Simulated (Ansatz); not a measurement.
# Phonons of MgAu (Pm-3m) against volume, part 2 of 2

Wanted: mode Grüneisen parameters of MgAu (Pm-3m).

Ansatz 0.2.0; DFT PBEsol, scalar-relativistic, plane waves, PAW; PAW set soft_1.

So far, highest frequency on the path or at a solved wavevector (cm⁻¹): step 2 (response at finite wavevector) 281.

The database entry behind the starting cell differs from later determinations by our own check (0.1 to 0.3 % short, probably kX units), so it need not match the best structure at ambient conditions.

**4. Phonons at the other volume, volume ratio 0.97**

The phonons are repeated at this volume on the same k and q meshes.

The input, input.yaml:

```yaml
crystal:
  lattice:
    - [3.2245079459, 0.0, 0.0]
    - [0.0, 3.2245079459, 0.0]
    - [0.0, 0.0, 3.2245079459]
  atoms:
    - { symbol: Mg, position: [0.5, 0.5, 0.5] }
    - { symbol: Au, position: [0.0, 0.0, 0.0] }
kpoints:
  mp_grid: { grid: [16, 16, 16] }
hamiltonian:
  xc: pbesol
  pseudopotentials: { kind: paw, azcp: { folder: soft_1 }, xc_functional: pbe }
scf:
  occupations: { method: methfessel_paxton, width: 0.2 }
output:
  eigenvalues: true
phonons:
  method: dfpt
  qmesh: [4, 4, 4]
  temperatures: { t_max: 1000, t_step: 50 }
  qpath:
    path:
      - [[0.0, 0.0, 0.0], [0.0, 0.5, 0.0], [0.5, 0.5, 0.0], [0.0, 0.0, 0.0], [0.5, 0.5, 0.5], [0.0, 0.5, 0.0]]
      - [[0.5, 0.5, 0.5], [0.5, 0.5, 0.0]]
    npoints: 10
```

The run is started by

```bash
$ ansatz run input.yaml --threads 4 --pin off --max-ram 10240MiB --backend cpu --events-out ev --progress --plain --runs-dir out
```

Numbers of over 12 decimals in the logs are rounded to 6 here.

The program printed:

```text
[...]
Crystal: 2 atoms, lattice volume = 33.527 Å³
Basis set: ecut = 420 eV, 691 PW (Γ), exchange–correlation on 48×48×48 points (8 copies of the dense FFT grid, shifted against one another)
Bands: 19, of which v1, the nominal top of the filled ones, is band 15 counted from 1 (14 counted from 0)
Symmetry: 48 space group operations
k-points: 165 of 4096
[...]
SCF iter   1: F=—  HF=-14925.405980 eV  |F-HF|=—  |Δ(HF+E_count)|=         —  Δρ=1.65e-1  dr2=1.34e1  ethr=3.10e-3  ⟨swp⟩=5.0  Hψ=13620  notcnv=0
[...]
SCF iter  10: F=-14922.080522 eV  HF=-14922.080522 eV  |F-HF|=7.28e-12  |Δ(HF+E_count)|=  3.64e-12  S|Δr|=    0.00e0  Δρ=8.87e-9  dr2=2.97e-14  ethr=1.00e-12  ⟨swp⟩=6.9  Hψ=13119  notcnv=0
SCF 1 converged in 10 iterations: F = -14922.080522 eV  dr2 = 2.97e-14
[...]
NSCF: frozen V_eff on 165 k-points
[...]
WARN: eigensolver did not converge in 4 slots of this pass, the one above among them; of largest residual over every band (k=78): 1 band(s) unlocked (lowest unlocked band 18, counted from 0; max residual 3.54e-6 eV among the unlocked bands, 3.54e-6 eV over every band); of lowest unlocked band (k=8): band 18
[...]
SCF converged after 10 iterations
[...]
Free energy (F): -14922.080522 eV
[...]
Internal energy: -14922.080807 eV  (E = F + TS)
E sigma→0 (E₀):  -14922.080594 eV
Entropy (-TS):   0.000285 eV (0.142 meV/atom)
Fermi energy:    14.724662 eV
[...]
--- Band table (eV; the first three rows and the last of 165) ---
  k-point 0: bands = [... 11 lower, 10.6566, 10.6566, 10.6566, 20.2530, 20.2530, 20.2530, 23.8093, 23.8093]
  k-point 1: bands = [... 11 lower, 10.6246, 10.6246, 10.6602, 19.6696, 20.3422, 20.3422, 23.7451, 24.1556]
  k-point 2: bands = [... 11 lower, 10.5351, 10.5351, 10.6704, 18.4698, 20.6009, 20.6009, 23.5639, 24.5545]
  k-point 164: bands = [... 11 lower, 11.4727, 11.4727, 16.6887, 16.6887, 16.6887, 17.4819, 19.7694, 21.0173]
[...]
ASR residual: 8.462e-6 → 0.000e0 eV/Å²; symmetrization residual: 2.625e-6 eV/Å²
  ASR residual per site (eV/Å²): 8.11e-6 8.46e-6
  Γ frequencies (cm⁻¹): 0.00 0.00 0.00 220.12 220.12 220.12
--- Phonons (arbitrary-q DFPT): 10 irreducible q on the 4×4×4 mesh ---
[...]
interpolated dispersion: 62 rows × 6 modes
[...]
```

Wall time 9.2 min (4 threads of Arm Neoverse V1, shared host); peak memory 3.1 GiB; 36 min of CPU time.

This step gave:

| Item | Value |
| --- | --- |
| sum-rule residual before enforcement | 8.46e-6 eV/Å² |
| highest frequency on the path or at a solved wavevector | 295.0 cm⁻¹ |
| mean frequency | 155.3 cm⁻¹ |
| Debye temperature (second moment) | 340 K |
| logarithmic mean frequency | 120.6 cm⁻¹ |
| highest optical mode at the zone centre (no LO-TO term) | 220.1 cm⁻¹ |
| lowest optical zone-centre mode | 220.1 cm⁻¹ |
| lowest mode on the q mesh (acoustic modes at Γ apart) | 27.73 cm⁻¹ |
| zero-point energy per atom | 28.89 meV |
| heat capacity at 300 K | 23.45 J/(mol atoms K) |
| vibrational entropy at 300 K | 39.37 J/(mol atoms K) |
| edges of the widest gap between branches, on path and mesh | 85.7, 209 cm⁻¹ |

Frequencies (cm⁻¹) solved at each irreducible wavevector; negative means imaginary. Frequencies by wavevector, by row:

```
q in reciprocal lattice units  star  mode 1  mode 2  mode 3  mode 4  mode 5  mode 6
                        0 0 0     1       0       0       0   220.1   220.1   220.1
                     0 0 0.25     6    54.2    54.2    67.5   220.7   220.7   263.6
                     0 0 -0.5     3      72      72    85.7   222.2   222.2     295
                  0 0.25 0.25    12    27.7    65.7    77.5   218.1   249.4   263.4
                  0 0.25 -0.5    12    56.6    61.5    73.5   215.7   250.1     286
                  0 -0.5 -0.5     3    39.6    39.6    72.8     209   274.8   274.8
               0.25 0.25 0.25     8      53      53    72.7     250     250   255.1
               0.25 0.25 -0.5    12    54.9    55.7    67.9   244.9   250.1   281.3
               0.25 -0.5 -0.5     6    58.1    58.1    68.9   244.6   275.5   275.5
               -0.5 -0.5 -0.5     1    72.9    72.9    72.9   275.1   275.1   275.1
```

The highest optical mode at the zone centre (no LO-TO term) is 220.1 cm⁻¹, +14.8 cm⁻¹ against the base run.

**5. Relaxing at another volume, volume ratio 1.03**

The volume is scaled by 1.03 and held; symmetry leaves nothing to relax, so this is a single point. The modes can then be followed against volume.

input.yaml, the sections that differ from step 4:

```yaml
crystal:
  lattice:
    - [3.289667076, 0.0, 0.0]
    - [0.0, 3.289667076, 0.0]
    - [0.0, 0.0, 3.289667076]
  atoms:
    - { symbol: Mg, position: [0.5, 0.5, 0.5] }
    - { symbol: Au, position: [0.0, 0.0, 0.0] }
output:
  forces: true
  stress: true
  eigenvalues: true
# kpoints, hamiltonian, scf: as in step 4
# phonons: removed
```

The program printed:

```text
[...]
Crystal: 2 atoms, lattice volume = 35.600 Å³
Basis set: ecut = 420 eV, 739 PW (Γ), exchange–correlation on 48×48×48 points (8 copies of the dense FFT grid, shifted against one another)
Bands: 19, of which v1, the nominal top of the filled ones, is band 15 counted from 1 (14 counted from 0)
Symmetry: 48 space group operations
[...]
k-points: 165 of 4096
[...]
--- Band table (eV; the first three rows and the last of 165) ---
  k-point 0: bands = [... 11 lower, 9.6992, 9.6992, 9.6992, 18.9820, 18.9820, 18.9820, 22.4503, 22.4503]
  k-point 1: bands = [... 11 lower, 9.6705, 9.6705, 9.7024, 18.4005, 19.0665, 19.0665, 22.3987, 22.7563]
  k-point 2: bands = [... 11 lower, 9.5902, 9.5902, 9.7115, 17.2199, 19.3125, 19.3125, 22.2520, 23.0358]
  k-point 164: bands = [... 11 lower, 10.4381, 10.4381, 15.6392, 15.6392, 15.6392, 16.0378, 18.3455, 19.5776]
[key lines of the parts left out:]
SCF converged after 7 iterations
Free energy (F): -14922.081577 eV
Fermi energy:    13.618916 eV
P = ⅓ Tr σ = -2.5491 GPa (-25.491 kbar)
```

It took 1.7 s on 4 threads; peak memory 0.38 GiB; 5.8 s of CPU time.

Numbers from this step:

| Quantity | Value |
| --- | --- |
| pressure | -2.549 GPa |
| volume per atom | 17.80 Å³ |

The run ends at a pressure of -2.55 GPa.

**6. Phonons at the other volume, volume ratio 1.03**

The phonons are repeated at this volume on the same k and q meshes.

input.yaml, the sections that differ from step 5:

```yaml
output:
  eigenvalues: true
phonons:
  method: dfpt
  qmesh: [4, 4, 4]
  temperatures: { t_max: 1000, t_step: 50 }
  qpath:
    path:
      - [[0.0, 0.0, 0.0], [0.0, 0.5, 0.0], [0.5, 0.5, 0.0], [0.0, 0.0, 0.0], [0.5, 0.5, 0.5], [0.0, 0.5, 0.0]]
      - [[0.5, 0.5, 0.5], [0.5, 0.5, 0.0]]
    npoints: 10
# crystal, kpoints, hamiltonian, scf: as in step 5
```

The program printed:

```text
[...]
Crystal: 2 atoms, lattice volume = 35.600 Å³
Basis set: ecut = 420 eV, 739 PW (Γ), exchange–correlation on 48×48×48 points (8 copies of the dense FFT grid, shifted against one another)
Bands: 19, of which v1, the nominal top of the filled ones, is band 15 counted from 1 (14 counted from 0)
Symmetry: 48 space group operations
k-points: 165 of 4096
[...]
k-point 164: bands = [... 11 lower, 10.4384, 10.4384, 15.6393, 15.6393, 15.6393, 16.0379, 18.3454, 19.5777]
[...]
ASR residual: 1.890e-5 → 0.000e0 eV/Å²; symmetrization residual: 2.511e-10 eV/Å²
  ASR residual per site (eV/Å²): 1.89e-5 1.63e-5
  Γ frequencies (cm⁻¹): 0.00 0.00 0.00 191.16 191.16 191.16
--- Phonons (arbitrary-q DFPT): 10 irreducible q on the 4×4×4 mesh ---
[...]
interpolated dispersion: 62 rows × 6 modes
[...]
[key lines of the parts left out:]
SCF converged after 10 iterations
Free energy (F): -14922.081577 eV
Fermi energy:    13.618994 eV
```

Wall time 9.5 min (4 threads); peak memory 3.2 GiB.

Numbers from this step:

| Property | Result |
| --- | --- |
| sum-rule residual before enforcement | 1.89e-5 eV/Å² |
| highest frequency on the path or at a solved wavevector | 267.2 cm⁻¹ |
| mean frequency | 136.9 cm⁻¹ |
| Debye temperature (second moment) | 302 K |
| logarithmic mean frequency | 105 cm⁻¹ |
| highest optical mode at the zone centre (no LO-TO term) | 191.2 cm⁻¹ |
| lowest optical zone-centre mode | 191.2 cm⁻¹ |
| lowest mode on the q mesh (acoustic modes at Γ apart) | 25.1 cm⁻¹ |
| zero-point energy per atom | 25.46 meV |
| heat capacity at 300 K | 23.75 J/(mol atoms K) |
| vibrational entropy at 300 K | 42.67 J/(mol atoms K) |
| edges of the widest gap between branches, on path and mesh | 72.1, 183.1 cm⁻¹ |

Frequencies (cm⁻¹) solved at each irreducible wavevector; negative means imaginary. Frequencies by wavevector, by row:

```
q in reciprocal lattice units  star  mode 1  mode 2  mode 3  mode 4  mode 5  mode 6
                        0 0 0     1       0       0       0   191.2   191.2   191.2
                     0 0 0.25     6    47.6    47.6    58.1   193.3   193.3   234.2
                     0 0 -0.5     3    62.1    62.1    72.1   196.4   196.4   267.2
                  0 0.25 0.25    12    25.1    57.2    66.7   191.6     220   235.8
                  0 0.25 -0.5    12    49.7    51.6    63.5   189.9   221.8   256.1
                  0 -0.5 -0.5     3    33.2    33.2    62.7   183.1   244.8   244.8
               0.25 0.25 0.25     8    44.7    44.7    63.2   221.9   221.9   227.4
               0.25 0.25 -0.5    12    44.4    48.8    56.7   216.5   222.9   251.9
               0.25 -0.5 -0.5     6    46.9    46.9    57.5   217.4   246.1   246.1
               -0.5 -0.5 -0.5     1    58.6    58.6    58.6   246.5   246.5   246.5
```

The highest optical mode at the zone centre (no LO-TO term) is 191.2 cm⁻¹, -14.2 cm⁻¹ against the base run.

**7. Grüneisen parameters**

The Grüneisen parameter of a mode is minus the logarithmic change of its frequency with volume, −d ln ω / d ln V; weighted by heat capacity it gives the expansion.

This step gave:

```yaml
bulk_modulus: 93.1 GPa
```

Phonon branches along the path, in cm⁻¹:

```
    point  branch 1  branch 2  branch 3  branch 4  branch 5  branch 6
        Γ         0         0         0       205       205       205
  halfway        51        51        63       207       207       249
        X        67        67        79       209       209       281
  halfway        53        56        68       202       236       271
        M        36        36        68       196       259       259
  halfway        26        61        72       205       234       249
        Γ         0         0         0       205       205       205
  halfway        49        49        68       236       236       241
        R        66        66        66       260       260       260
  halfway        50        52        62       230       236       266
        X        67        67        79       209       209       281
jump to R        66        66        66       260       260       260
  halfway        52        52        63       231       260       260
        M        36        36        68       196       259       259
```

The same for volume x 0.97:

```
point  branch 1  branch 2  branch 3  branch 4  branch 5  branch 6
    Γ         0         0         0       220       220       220
    X        72        72        86       222       222       295
    M        40        40        73       209       275       275
    Γ         0         0         0       220       220       220
    R        73        73        73       275       275       275
    X        72        72        86       222       222       295
    R        73        73        73       275       275       275
    M        40        40        73       209       275       275
```

The same for volume x 1.03:

```
point  branch 1  branch 2  branch 3  branch 4  branch 5  branch 6
    Γ         0         0         0       191       191       191
    X        62        62        72       196       196       267
    M        33        33        63       183       245       245
    Γ         0         0         0       191       191       191
    R        59        59        59       246       246       246
    X        62        62        72       196       196       267
    R        59        59        59       246       246       246
    M        33        33        63       183       245       245
```

The first set of phonon branches as a text plot (rows in cm⁻¹):

```
    289 |
    277 |      *****                                  ****
    264 |    **     *******                  *********    *******
    252 |   *        **  *****             **    **        *
    240 |           *      ****        ****        **       *
    227 |  *       *          **     ***            **       *
    215 | *     ***            **   ***               ****    *
    203 |******* ******  ***********                           **
    191 |              **
    178 |
    166 |
    154 |
    141 |
    129 |
    117 |
    104 |
     92 |
     80 |      ***                                      **
     68 |   ********************     ****   *********************
     55 |   **    ***    **  **     *    ****    ******    ***
     43 |  *        *** *      **    ****                     ***
     31 | **           ******** ** **
     18 |**                    *** *
      6 |*                       **
         Γ      X      M          Γ            R        X|R     M
```

Mode Grueneisen parameter -dln(w)/dln(V), modes matched by rank; at Γ the acoustic branches take the value of a neighbouring point of the path. Mode grüneisen parameters along the path, in :

```
    point  branch 1  branch 2  branch 3  branch 4  branch 5  branch 6
        Γ      1.96      1.96      2.22      2.35      2.35      2.35
  halfway      2.16      2.16      2.50      2.21      2.21      1.98
        X      2.46      2.46      2.86      2.05      2.05      1.65
  halfway      2.17      2.92      2.44      2.12      2.00      1.84
        M      2.94      2.94      2.49      2.20      1.93      1.93
  halfway      1.64      2.31      2.53      2.16      2.09      1.84
        Γ      1.28      1.89      2.19      2.35      2.35      2.35
  halfway      2.84      2.84      2.33      1.99      1.99      1.92
        R      3.64      3.64      3.64      1.83      1.83      1.83
  halfway      3.54      2.20      3.00      2.05      1.92      1.84
        X      2.46      2.46      2.86      2.05      2.05      1.65
jump to R      3.64      3.64      3.64      1.83      1.83      1.83
  halfway      3.57      3.57      3.01      1.96      1.88      1.88
        M      2.94      2.94      2.49      2.20      1.93      1.93
```

The mode Grüneisen parameters as a text plot (rows in , shown from 1.3 to 3.6 only):

```
   3.60 |                                   ****** *      ****
   3.50 |                                  *      * *
   3.40 |                                   *    **        *
   3.30 |                                                     *
   3.21 |                                **        * *      *  *
   3.11 |
   3.01 |           *   *                           * *      *  *
   2.91 |         ** * * *                             *
   2.81 |      ***    * *               *  *            **
   2.71 |     *       *   *                        * *
   2.61 |    *           *                            *       *
   2.51 |   *         **  *****                        **      **
   2.42 |      *******  *****  *     *** **             **
   2.32 |*** **   *          *  *****   *              *
   2.22 |****      ******* ** ****** **             *           *
   2.12 |   ***   ***     ******    ****             ***      **
   2.02 | ***  ******     ***  **       *          *******
   1.92 |*           *****    *  **  ********    *****     ******
   1.82 |    **    **     ****     **       ***********   ***
   1.72 |         *                                    **
   1.63 |      ***           *                           *
   1.53 |
   1.43 |
   1.33 |                     *  **
         Γ      X      M          Γ            R        X|R     M
```

(dS/dlnV)/C_V. Table of thermodynamic Grueneisen parameter by temperature:

```
temperature (K)  thermodynamic Grueneisen parameter
             50                                2.61
            100                                2.45
            150                                2.38
            200                                2.36
            250                                2.34
            300                                2.34
            350                                2.33
            400                                2.33
            450                                2.33
            500                                2.33
            550                                2.32
            600                                2.32
            650                                2.32
            700                                2.32
            750                                2.32
            800                                2.32
            850                                2.32
            900                                2.32
            950                                2.32
           1000                                2.32
```

Gamma C_V/(B V) at the static volume. The volume expansion by temperature:

```
temperature (K)  volume expansion (1e-6/K)
             50                       29.0
            100                       43.0
            150                       50.3
            200                       53.9
            250                       55.8
            300                       56.9
            350                       57.6
            400                       58.1
            450                       58.4
            500                       58.7
            550                       58.8
            600                       59.0
            650                       59.1
            700                       59.1
            750                       59.2
            800                       59.3
            850                       59.3
            900                       59.4
            950                       59.4
           1000                       59.4
```

**8. Summary of results**

* bulk modulus: 93.1 GPa
* thermodynamic Grüneisen parameter at 300 K: 2.336
* volume expansion at 300 K, estimated: 56.9 × 10⁻⁶ K⁻¹

In words: By this estimate the volume grows by 56.9 × 10⁻⁶ per kelvin at 300 K. The highest optical mode at Γ goes from 220 to 191 cm⁻¹ as the cell grows, a Grüneisen parameter of 2.35. Mode parameters on the path run from 1.2 to 3.6, with a median of 2.2. Branches are matched by rank, so values near crossings are rough. The expansion is the Grüneisen estimate at the static volume, with the static bulk modulus. With no gap, or one that is small against the smearing, the frequencies hang on the k mesh and the smearing, most of all near Kohn anomalies. The phonon runs are without spin polarisation, although the cell has an odd electron count. Spin-orbit coupling is left out, which can matter for the heavy elements here. The PAW files were made for PBE and serve the other functionals too. A phonon run warned that its eigensolver left some bands unconverged in a pass.

[Logs are printed without paths, hosts, clocks, repeated set-up lines and the standing remarks that a program may print on its own settings, such as how far it seeks lower states.]

[Hosts, paths, dates, database ids (printed as entryN), source tags and the programs' standing remarks are cut or masked in the printed files.]
